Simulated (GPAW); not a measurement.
Entries from a set of simulations; values are calculated unless marked as measured.

### CsGeCl3 (R3m): G0W0 with GPAW, start to end

Symmetry: R3m, No. 160, trigonal system. Conventional cell: a = 7.694 Å, b = 7.694 Å, c = 9.535 Å, α = 90.00°, β = 90.00°, γ = 120.00°. Nearest to Cs lie 12 Cl at 3.86 to 3.90 Å. Nearest to Ge lie 3 Cl at 2.37 Å. Nearest to Cl lie 2 Ge at 2.37 to 3.10 Å and 4 Cs at 3.86 to 3.90 Å. Farther neighbours and most contacts between anions are not listed.

```
Cs Ge Cl
1.0
     3.84682    2.22096    3.17830
    -3.84682    2.22096    3.17830
     0.00000   -4.44192    3.17830
Cs Ge Cl
1 1 3
Cartesian
  0.0000 0.0000 9.5197
  0.0000 0.0000 4.9156
  0.0000 -2.0074 6.1725
  -1.7385 1.0037 6.1725
  1.7385 1.0037 6.1725
```

```
method               : DFT, LDA, plane waves, PAW (and 1 further level or step)
program              : GPAW 26.7.0
settings of one run  : cutoff 450 eV, GPAW PAW setups 1.2.1 data release, 4×4×4 k-mesh, nbands 558
cost                 : 4 runs, 5.1 min in all on 8 MPI ranks of Arm Neoverse V1, shared host (the runs of this entry)
notes                : The cell and positions are those that the Materials Project relaxed with its own functionals (PBE, PBE+U or r2SCAN), kept fixed. Limits: no spin-orbit coupling. Bands and cutoff are finite, so the gap is not at the basis limit. The miss can reach some tenths of an eV and take either sign; the mesh is an error of its own.
LDA gap              : 1.94 eV, indirect (only 2 meV under the direct gap)
G0W0 gap on the mesh : 3.31 eV
GW settings          : 4×4×4 mesh, 254 bands, screening to 78 eV, Godby-Needs plasmon pole
known limits         : not at the basis limit; no spin-orbit coupling
```

G0W0 moves the gap on the mesh from 1.95 eV to 3.31 eV (+1.36 eV), with Z of 0.80 and 0.82 at the edges. Only 2 of the mesh's irreducible points were corrected, so a valley elsewhere could overtake.

[Paths, hosts, dates, memory and timing lines, banners, echoed tables and standing remarks are left out of the program output.]

[Logs are printed without paths, hosts, clocks, repeated set-up lines and the standing remarks that a program may print on its own settings, such as how far it seeks lower states.]

[Runs of the session that timed out or met a known fault of the program may be left out.]

[Hosts, paths, dates, database ids (printed as entryN), source tags and the programs' standing remarks are cut or masked in the printed files.]
